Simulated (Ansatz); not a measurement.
# SnIrOs, from a guessed structure to a relaxed one

This structure for SnIrOs is made up. Its elements were placed in a known structure type with a cell scaled to their sizes. What cell does the guess relax to, and how far off was it?

Calculated with Ansatz 0.2.0; DFT, PBEsol, plane-wave PAW, files of the set soft_1, scalar-relativistic, no spin, cell and ions relaxed at zero pressure; PAW set soft_1, in the first sound run; inputs show where later runs differ.

**1. The starting structure**

The structure is hexagonal, space group P-6m2 (No. 187). Conventional cell: a = 3.967 Å, b = 3.967 Å, c = 3.986 Å, α = 90.00°, β = 90.00°, γ = 120.00°. Nearest to Ir lie 6 Sn at 3.04 Å and 6 Os at 3.04 Å. Nearest to Os lie 3 Sn at 2.29 Å and 6 Ir at 3.04 Å. Nearest to Sn lie 3 Os at 2.29 Å and 6 Ir at 3.04 Å. Farther neighbours are not listed.

**2. Relaxation of the guess**

The guess takes its coordinates from another compound and its volume from a rule, so the cell and any free coordinates are relaxed together.

File input.yaml:

```yaml
crystal:
  lattice:
    - [3.967, 0.0, 0.0]
    - [-1.9835, 3.435522777, 0.0]
    - [0.0, 0.0, 3.986]
  atoms:
    - { symbol: Ir, position: [0.666666667, 0.333333333, 0.0] }
    - { symbol: Os, position: [0.0, 0.0, 0.5] }
    - { symbol: Sn, position: [0.333333333, 0.666666667, 0.5] }
kpoints:
  mp_grid: { grid: [8, 8, 7] }
scf:
  occupations: { method: fermi_dirac, width: 0.05 }
hamiltonian:
  xc: pbesol
  pseudopotentials: { kind: paw, azcp: { folder: soft_1 }, xc_functional: pbe }
relax:
  f_tol: 0.015
  max_steps: 70
  cell: {}
output:
  forces: true
  stress: true
```

On the command line:

```console
$ ansatz run input.yaml --threads 4 --pin off --max-ram 8192MiB --backend cpu --events-out ev --progress --plain --runs-dir out
```

Numbers of over 12 decimals in the logs are rounded to 6 here.

The log of the run:

```text
Engine: ansatz 0.2.0, aarch64-unknown-linux-gnu
Pseudopotentials: kind: paw
Pseudopotential: Ir, paw, valence charge 17, recommended cutoff 420 eV (normal), soft_1/Ir.paw.azcp
Pseudopotential: Os, paw, valence charge 16, recommended cutoff 420 eV (normal), soft_1/Os.paw.azcp
Pseudopotential: Sn, paw, valence charge 14, recommended cutoff 420 eV (normal), soft_1/Sn.paw.azcp
Functional definition: PBEsol
  exchange = pbesol_x
  correlation = pbesol_c
Crystal: 3 atoms, lattice volume = 54.324 Å³
Basis set: ecut = 420 eV, 1081 PW (Γ), exchange–correlation on 54×54×54 points (8 copies of the dense FFT grid, shifted against one another)
Bands: 29, of which v1, the nominal top of the filled ones, is band 24 counted from 1 (23 counted from 0)
Symmetry: 12 space group operations
Space group: P-6m2 (ITA 187), of the structure as read, at distance tolerance 3.8e-5 Å
k-points: 40 of 448 (time reversal used)
Non-local potential: Ir, projectors of the file, l = 0: 3, l = 1: 2, l = 2: 2, l = 3: 1
Non-local potential: Os, projectors of the file, l = 0: 3, l = 1: 2, l = 2: 2, l = 3: 1
Non-local potential: Sn, projectors of the file, l = 0: 2, l = 1: 2, l = 2: 2, l = 3: 1
PAW form: soft (Blöchl's): semilocal exchange-correlation on the pseudo side does not see the compensation charge
PAW frozen core: Ir, regenerated for the run's functional, and the local potential with it (the file was generated under x = pbe(κ = 0.804, μ = 0.219515), c = pbe(β = 0.066725))
PAW frozen core: Os, regenerated for the run's functional, and the local potential with it (the file was generated under x = pbe(κ = 0.804, μ = 0.219515), c = pbe(β = 0.066725))
PAW frozen core: Sn, regenerated for the run's functional, and the local potential with it (the file was generated under x = pbe(κ = 0.804, μ = 0.219515), c = pbe(β = 0.066725))
PAW one-centre angular grid: Ir, 590 points (default); XC on 64 Gauss nodes
PAW one-centre angular grid: Os, 590 points (default); XC on 64 Gauss nodes
PAW one-centre angular grid: Sn, 590 points (default); XC on 64 Gauss nodes
Initial density: superposition of atomic densities (chi_scale 0.1, normalization cell, long waves kept (reshape's long-wave potential 0.00 eV rms))
Initial wavefunctions: pseudopotential atomic-orbital guess
Functional: x = pbesol(κ = 0.804, μ = 0.123457), c = pbesol(β = 0.046)
SCF iter   1: F=—  HF=-28997.620306 eV  |F-HF|=—  |Δ(HF+E_count)|=         —  Δρ=6.70e-2  dr2=4.75e0  ethr=3.10e-3  ⟨swp⟩=6.0  Hψ=4958  notcnv=0
preconditioner: auto → Kerker (q_TF=auto, 2.663 Å⁻¹)  [metal: Δε(μ)=0.042 eV  Ē_g=12.640 eV  σ=0.050 eV  W_gap=0.20  n_scr=20 (ndim 8)  ℏωp=28.1 eV  f_vac=0.000  D(μ)=2.04/eV (n_scr^D=20)]
SCF iter   2: F=—  HF=-28997.278165 eV  |F-HF|=—  |Δ(HF+E_count)|=   3.42e-1  Δρ=3.78e-2  dr2=1.55e0  ethr=3.10e-3  ⟨swp⟩=2.0  Hψ=1639  notcnv=0  defer=4
SCF iter   3: F=—  HF=-28997.074617 eV  |F-HF|=—  |Δ(HF+E_count)|=   2.04e-1  Δρ=4.32e-3  dr2=1.58e-2  ethr=3.10e-3  ⟨swp⟩=2.0  Hψ=1379  notcnv=0  defer=4
SCF iter   4: F=—  HF=-28997.072275 eV  |F-HF|=—  |Δ(HF+E_count)|=   2.34e-3  Δρ=1.61e-3  dr2=1.91e-3  ethr=3.37e-5  ⟨swp⟩=2.0  Hψ=2077  notcnv=0  defer=5
SCF iter   5: F=—  HF=-28997.071792 eV  |F-HF|=—  |Δ(HF+E_count)|=   4.83e-4  Δρ=5.82e-4  dr2=2.80e-4  ethr=4.07e-6  ⟨swp⟩=2.1  Hψ=1490  notcnv=0  defer=5
SCF iter   6: F=—  HF=-28997.071731 eV  |F-HF|=—  |Δ(HF+E_count)|=   6.07e-5  Δρ=1.30e-4  dr2=1.13e-5  ethr=5.95e-7  ⟨swp⟩=2.3  Hψ=1573  notcnv=0  defer=5
SCF iter   7: F=—  HF=-28997.071728 eV  |F-HF|=—  |Δ(HF+E_count)|=   2.93e-6  Δρ=3.51e-5  dr2=6.72e-7  ethr=2.40e-8  ⟨swp⟩=2.0  Hψ=1752  notcnv=0  defer=5
SCF iter   8: F=—  HF=-28997.071728 eV  |F-HF|=—  |Δ(HF+E_count)|=   1.96e-7  Δρ=1.19e-5  dr2=1.07e-7  ethr=2.13e-10  ⟨swp⟩=5.0  Hψ=4258  notcnv=0
SCF iter   9: F=-28997.071728 eV  HF=-28997.071728 eV  |F-HF|=3.33e-9  |Δ(HF+E_count)|=   3.68e-8  Δρ=3.05e-6  dr2=6.47e-9  ethr=2.13e-10  ⟨swp⟩=4.5  Hψ=3834  notcnv=0
SCF 1 converged in 9 iterations: F = -28997.071728 eV  dr2 = 6.47e-9
  greatest PAW one-centre occupation: 1.000 electrons in one spin orbital (limit 2), on the Ir atom at site 0 (counted from 0), in its partial waves of l = 0
relax step   1: F+E_penalty+E_count = -28997.07172778 eV  Δ(F+E_penalty+E_count) = +0.000e0 eV  max|allowed force component| = 7.401e-17 eV/Å  Δτ_max = 0.0000 Å  P = +19.962 GPa  Ω = 54.324 Å³  (9 SCF iters, dr2 threshold 1.00e-7 eV, accepted)
Crystal: 3 atoms, lattice volume = 56.873 Å³
Basis set: ecut = 420 eV, 1135 PW (Γ), exchange–correlation on 54×54×54 points (8 copies of the dense FFT grid, shifted against one another)
Initial density: handed on by an earlier stage of this run
Initial wavefunctions: those handed on with the density
iter 1 solved again at ethr=1.62e-3 eV; its pass at ethr=3.10e-3 eV (dr2=7.60e-1 eV) is discarded
SCF iter   1: F=—  HF=-28998.456227 eV  |F-HF|=—  |Δ(HF+E_count)|=         —  Δρ=2.49e-2  dr2=7.57e-1  ethr=1.62e-3  ⟨swp⟩=1.0  Hψ=6726  notcnv=0
preconditioner: auto → Kerker (q_TF=auto, 2.643 Å⁻¹)  [metal: Δε(μ)=0.036 eV  Ē_g=12.227 eV  σ=0.050 eV  W_gap=0.18  n_scr=20 (ndim 8)  ℏωp=27.4 eV  f_vac=0.000  D(μ)=3.46/eV (n_scr^D=28)]
SCF iter   2: F=—  HF=-28998.405833 eV  |F-HF|=—  |Δ(HF+E_count)|=   5.04e-2  Δρ=1.25e-2  dr2=2.06e-1  ethr=1.61e-3  ⟨swp⟩=1.0  Hψ=1160  notcnv=0
SCF iter   3: F=—  HF=-28998.386998 eV  |F-HF|=—  |Δ(HF+E_count)|=   1.88e-2  Δρ=1.42e-3  dr2=1.13e-3  ethr=4.38e-4  ⟨swp⟩=2.0  Hψ=1285  notcnv=0
SCF iter   4: F=—  HF=-28998.387078 eV  |F-HF|=—  |Δ(HF+E_count)|=   8.01e-5  Δρ=4.13e-4  dr2=1.08e-4  ethr=2.40e-6  ⟨swp⟩=2.3  Hψ=1777  notcnv=0
SCF iter   5: F=—  HF=-28998.387058 eV  |F-HF|=—  |Δ(HF+E_count)|=   2.07e-5  Δρ=1.84e-4  dr2=1.75e-5  ethr=2.29e-7  ⟨swp⟩=2.5  Hψ=2085  notcnv=0
SCF iter   6: F=—  HF=-28998.387054 eV  |F-HF|=—  |Δ(HF+E_count)|=   3.22e-6  Δρ=3.27e-5  dr2=6.46e-7  ethr=3.72e-8  ⟨swp⟩=1.7  Hψ=1540  notcnv=0
SCF iter   7: F=-28998.387054 eV  HF=-28998.387054 eV  |F-HF|=3.22e-8  |Δ(HF+E_count)|=   1.37e-7  Δρ=8.34e-6  dr2=5.02e-8  ethr=6.38e-10  ⟨swp⟩=4.9  Hψ=3805  notcnv=0
SCF 2 converged in 7 iterations: F = -28998.387054 eV  dr2 = 5.02e-8
relax step   2: F+E_penalty+E_count = -28998.38705412 eV  Δ(F+E_penalty+E_count) = -1.315e0 eV  max|allowed force component| = 1.820e-16 eV/Å  Δτ_max = 0.0000 Å  P = -1.106 GPa  Ω = 56.873 Å³  energy of the carried Pulay correction = -8.641e-4 eV  (7 SCF iters, dr2 threshold 3.00e-7 eV, accepted)
Crystal: 3 atoms, lattice volume = 55.175 Å³
Basis set: ecut = 420 eV, 1051 PW (Γ), exchange–correlation on 54×54×54 points (8 copies of the dense FFT grid, shifted against one another)
[...]
SCF 3 converged in 6 iterations: F = -28998.964337 eV  dr2 = 8.56e-8
relax step   3: F+E_penalty+E_count = -28998.96433731 eV  Δ(F+E_penalty+E_count) = -5.773e-1 eV  max|allowed force component| = 8.635e-17 eV/Å  Δτ_max = 0.0000 Å  P = -2.311 GPa  Ω = 55.175 Å³  energy of the carried Pulay correction = -3.335e-4 eV  (6 SCF iters, dr2 threshold 3.00e-7 eV, accepted)
[... from here on, the SCF cycles and remarks between the steps are left out ...]
relax step   4: F+E_penalty+E_count = -28999.53104940 eV  Δ(F+E_penalty+E_count) = -5.667e-1 eV  max|allowed force component| = 3.076e-16 eV/Å  Δτ_max = 0.0000 Å  P = -2.796 GPa  Ω = 53.373 Å³  energy of the carried Pulay correction = +2.509e-4 eV  (6 SCF iters, dr2 threshold 3.00e-7 eV, accepted)
relax step   5: F+E_penalty+E_count = -29000.07793177 eV  Δ(F+E_penalty+E_count) = -5.469e-1 eV  max|allowed force component| = 2.643e-16 eV/Å  Δτ_max = 0.0000 Å  P = -2.048 GPa  Ω = 51.425 Å³  energy of the carried Pulay correction = +9.081e-4 eV  (7 SCF iters, dr2 threshold 3.00e-7 eV, accepted)
relax step   6: F+E_penalty+E_count = -29000.58622802 eV  Δ(F+E_penalty+E_count) = -5.083e-1 eV  max|allowed force component| = 1.118e-16 eV/Å  Δτ_max = 0.0000 Å  P = -3.948 GPa  Ω = 50.202 Å³  energy of the carried Pulay correction = +1.323e-3 eV  (6 SCF iters, dr2 threshold 3.00e-7 eV, accepted)
relax step   7: F+E_penalty+E_count = -29000.76715287 eV  Δ(F+E_penalty+E_count) = -1.809e-1 eV  max|allowed force component| = 2.159e-16 eV/Å  Δτ_max = 0.0000 Å  P = +0.753 GPa  Ω = 48.490 Å³  energy of the carried Pulay correction = +1.938e-3 eV  (6 SCF iters, dr2 threshold 3.00e-7 eV, accepted)
relax step   8: F+E_penalty+E_count = -29000.77440460 eV  Δ(F+E_penalty+E_count) = -7.252e-3 eV  max|allowed force component| = 1.234e-16 eV/Å  Δτ_max = 0.0000 Å  P = +0.113 GPa  Ω = 48.524 Å³  energy of the carried Pulay correction = +1.922e-3 eV  (6 SCF iters, dr2 threshold 3.00e-7 eV, accepted)
relax step   9: F+E_penalty+E_count = -29000.77459227 eV  Δ(F+E_penalty+E_count) = -1.877e-4 eV  max|allowed force component| = 2.035e-16 eV/Å  Δτ_max = 0.0000 Å  P = +0.016 GPa  Ω = 48.528 Å³  energy of the carried Pulay correction = +1.919e-3 eV  (6 SCF iters, dr2 threshold 3.00e-7 eV, accepted)
relax step  10: F+E_penalty+E_count = -29000.77979100 eV  Δ(F+E_penalty+E_count) = -5.199e-3 eV  max|allowed force component| = 2.282e-16 eV/Å  Δτ_max = 0.0000 Å  P = +0.224 GPa  Ω = 48.528 Å³  stress off target by 3.59e-1 GPa  SCF on the basis re-selected at this cell (its energy is not comparable with the rows above)  (6 SCF iters)
relax step  11: F+E_penalty+E_count = -29000.77986046 eV  Δ(F+E_penalty+E_count) = -6.946e-5 eV  max|allowed force component| = 1.249e-16 eV/Å  Δτ_max = 0.0000 Å  P = -0.014 GPa  Ω = 48.569 Å³  energy of the carried Pulay correction = -1.180e-5 eV  (6 SCF iters, dr2 threshold 3.00e-7 eV, accepted)
iter 1 solved again at ethr=5.63e-8 eV; its pass at ethr=3.10e-3 eV (dr2=2.64e-5 eV) is discarded
SCF iter   1: F=—  HF=-29000.779866 eV  |F-HF|=—  |Δ(HF+E_count)|=         —  Δρ=2.26e-6  dr2=9.40e-10  ethr=5.63e-8  ⟨swp⟩=4.1  Hψ=7771  notcnv=0
eigensolver tolerance schedule: the retry pair's looser diagonalisation over-reported the residual by 28123.28 of it (diagonalisation noise at 1.04 of the residual, at the tolerance the schedule requests for it); recorded, not acted on — ethr = c·dr2/N_el stays at c = 1.0e-1
preconditioner: auto → none  [metal: Δε(μ)=0.014 eV  Ē_g=13.098 eV  σ=0.050 eV  W_gap=0.07  n_scr=8 (ndim 8)  ℏωp=29.7 eV  f_vac=0.000  D(μ)=5.04/eV (n_scr^D=68)]
SCF iter   2: F=—  HF=-29000.779867 eV  |F-HF|=—  |Δ(HF+E_count)|=   9.15e-7  Δρ=1.29e-6  dr2=4.24e-10  ethr=2.00e-12  ⟨swp⟩=3.3  Hψ=2988  notcnv=0
SCF iter   3: F=—  HF=-29000.779867 eV  |F-HF|=—  |Δ(HF+E_count)|=  4.00e-11  Δρ=8.28e-7  dr2=1.18e-10  ethr=1.00e-12  ⟨swp⟩=1.1  Hψ=1194  notcnv=0
iter 4 did not close the SCF: its close was put off for the readings that it lacked (scf_convergence_deferred on its scf_iter line)
SCF iter   4: F=-29000.779867 eV  HF=-29000.779867 eV  |F-HF|=3.64e-12  |Δ(HF+E_count)|=  2.18e-11  Δρ=1.64e-7  dr2=1.19e-11  ethr=1.00e-12  ⟨swp⟩=1.9  Hψ=1328  notcnv=0
iter 5 did not close the SCF: its close was put off for the readings that it lacked (scf_convergence_deferred on its scf_iter line)
SCF iter   5: F=-29000.779867 eV  HF=-29000.779867 eV  |F-HF|=3.64e-12  |Δ(HF+E_count)|=  3.64e-12  Δρ=7.84e-8  dr2=2.87e-12  ethr=1.00e-12  ⟨swp⟩=1.0  Hψ=1160  notcnv=0
iter 6 did not close the SCF: its close was put off for the readings that it lacked (scf_convergence_deferred on its scf_iter line)
SCF iter   6: F=-29000.779867 eV  HF=-29000.779867 eV  |F-HF|=0.00e0  |Δ(HF+E_count)|=  3.64e-12  Δρ=3.77e-8  dr2=6.72e-13  ethr=1.00e-12  ⟨swp⟩=1.0  Hψ=1160  notcnv=0
iter 7 did not close the SCF: its close was put off for the readings that it lacked (scf_convergence_deferred on its scf_iter line)
SCF iter   7: F=-29000.779867 eV  HF=-29000.779867 eV  |F-HF|=0.00e0  |Δ(HF+E_count)|=    0.00e0  Δρ=6.18e-9  dr2=1.92e-14  ethr=1.00e-12  ⟨swp⟩=1.0  Hψ=1160  notcnv=0
SCF iter   8: F=-29000.779867 eV  HF=-29000.779867 eV  |F-HF|=3.64e-12  |Δ(HF+E_count)|=  3.64e-12  Δρ=5.91e-10  dr2=1.90e-16  ethr=1.00e-12  ⟨swp⟩=3.0  Hψ=3745  notcnv=0
SCF 12 converged in 8 iterations: F = -29000.779867 eV  dr2 = 1.90e-16
relax step  12: F+E_penalty+E_count = -29000.77986729 eV  Δ(F+E_penalty+E_count) = -6.829e-6 eV  max|allowed force component| = 1.858e-16 eV/Å  Δτ_max = 0.0000 Å  P = -0.014 GPa  Ω = 48.569 Å³  stress off target by 3.17e-2 GPa  SCF on the basis re-selected at this cell (its energy is not comparable with the rows above)  (8 SCF iters)
basis re-selected at this cell: Δ(F+E_penalty+E_count) = -6.829e-6 eV, ΔP = -0.000 GPa vs the last step (what re-selecting the basis moved, of the pressure what is left beyond the Pulay correction that the steps carried, after the strain that the cell walked since its last selection, with what the two solves' SCF thresholds leave and, on support functions, any second-order correction that the steps lacked; it is no m [...]
SCF converged after 8 iterations
Free energy (F): -29000.779867 eV
Harris-Foulkes:  -29000.779867 eV  (|F-HF|=3.64e-12)
Internal energy: -29000.740409 eV  (E = F + TS)
E sigma→0 (E₀):  -29000.760138 eV
Entropy (-TS):   -0.039458 eV (-13.153 meV/atom)
Fermi energy:    21.063344 eV
--- Per-component energies (eV) ---
  E_band       = -226.242868
  E_kinetic    = 1207.429107
  E_local      = -2987.976811  (includes V_loc(G=0)·N_el)
  E_nonlocal   = 542.368264
  E_hartree    = 1229.234872
  E_xc         = -586.980294
  E_vxc        = -583.705782  (∫ρ·V_xc dr)
  E_paw        = -22343.730789  (= ΣΔE_a)
  E_vpaw       = -862.828518  (= ΣTr[D̂ρ^β])
  E_aug_tail   = 0.001128  (compensation charges beyond the density's cutoff)
  E_ewald      = -6061.884072
  E_core_change = 0.798185  (= ΣΔE_core)
  E_smearing   = -0.039458  (= −TS)
  E_closure    = 0.000000  (closes the sum)
  Σ components = -29000.779867   (vs F -29000.779867, Δ=0.00e0)
--- Forces (eV/Å), atoms counted from 1 ---
  atom   1  Ir    -0.00000000     0.00000000     0.00000000
  atom   2  Os    -0.00000000    -0.00000000     0.00000000
  atom   3  Sn     0.00000000    -0.00000000     0.00000000
  max |Σ_I F_I| component: 1.09e-16 eV/Å
--- Stress (GPa, compression-positive) ---
       -0.004535       0.000000      -0.000000
       -0.000000      -0.004535      -0.000000
       -0.000000      -0.000000      -0.031732
  P = ⅓ Tr σ = -0.0136 GPa (-0.136 kbar)
--- Relaxed structure (10 steps of the walk, 10 accepted, 2 SCFs on fresh bases) ---
  F+E_penalty+E_count = -29000.77986729 eV   max|allowed force component| = 1.858e-16 eV/Å   (the final SCF, on the basis selected at the relaxed cell)
  cell:  # Å, volume = 48.5689 Å³
    - [4.453592, 0.0, 0.0]
    - [-2.226796, 3.856924, 0.0]
    - [0.0, 0.0, 2.827527]
  atoms:
    - { symbol: Ir, position: [0.666667, 0.333333, 0.0] }
    - { symbol: Os, position: [0, 0, 0.5] }
    - { symbol: Sn, position: [0.333333, 0.666667, 0.5] }
```

It took 17 s on 4 threads of Arm Neoverse V2, shared host; peak memory 0.48 GiB.

Step by step:

```tsv
step	energy less that of the first step (eV)	largest force component (eV/Å)	pressure (GPa)	volume (Å³)
1	0.0000	0.0000	19.96	54.32
2	-1.3153	0.0000	-1.11	56.87
3	-1.8926	0.0000	-2.31	55.18
4	-2.4593	0.0000	-2.80	53.37
5	-3.0062	0.0000	-2.05	51.42
6	-3.5145	0.0000	-3.95	50.20
7	-3.6954	0.0000	0.75	48.49
8	-3.7027	0.0000	0.11	48.52
9	-3.7029	0.0000	0.02	48.53
10*	-3.7081	0.0000	0.22	48.53
11	-3.7081	0.0000	-0.01	48.57
12*	-3.7081	0.0000	-0.01	48.57
```

Relaxation steps marked * repeat the geometry before them on a plane-wave basis chosen anew for their cell, so energy and pressure can jump there.

The run keeps the 12 symmetry operations that it works with, so distortions that break them were not tested.

```tsv
cell as run	before	after	change
a (Å)	3.967	4.454	+12.3 %
b (Å)	3.967	4.454	+12.3 %
c (Å)	3.986	2.828	-29.1 %
volume (Å³/atom)	18.11	16.19	-10.6 %
```

Final coordinates:

```xyz
3
Lattice="4.4536 0.0000 0.0000 -2.2268 3.8569 0.0000 0.0000 0.0000 2.8275" Properties=species:S:1:pos:R:3 pbc="T T T"
Ir    2.2268    1.2856    0.0000
Os    0.0000    0.0000    1.4138
Sn    0.0000    2.5713    1.4138
```

This step gave:

```
free energy             : -29000.7799 eV
energy at zero smearing : -29000.7601 eV
smearing term TS        : 0.03946 eV
Fermi energy            : 21.06 eV
electrons               : 47
symmetry operations     : 12
pressure                : -0.01360 GPa
```

Shortest distances by pair of elements, guess and relaxed (not always the same contact):

```tsv
pair	guess (Å)	relaxed (Å)
Os–Sn	2.290	2.571
Ir–Ir	3.967	2.828
Os–Os	3.967	2.828
Sn–Sn	3.967	2.828
Ir–Sn	3.036	2.934
```

The relaxation ends with a pressure of -0.01 GPa.

(Continued in part 2 of 2.)

[Logs are printed without paths, hosts, clocks, repeated set-up lines and the standing remarks that a program may print on its own settings, such as how far it seeks lower states.]

[Hosts, paths, dates, database ids (printed as entryN), source tags and the programs' standing remarks are cut or masked in the printed files.]
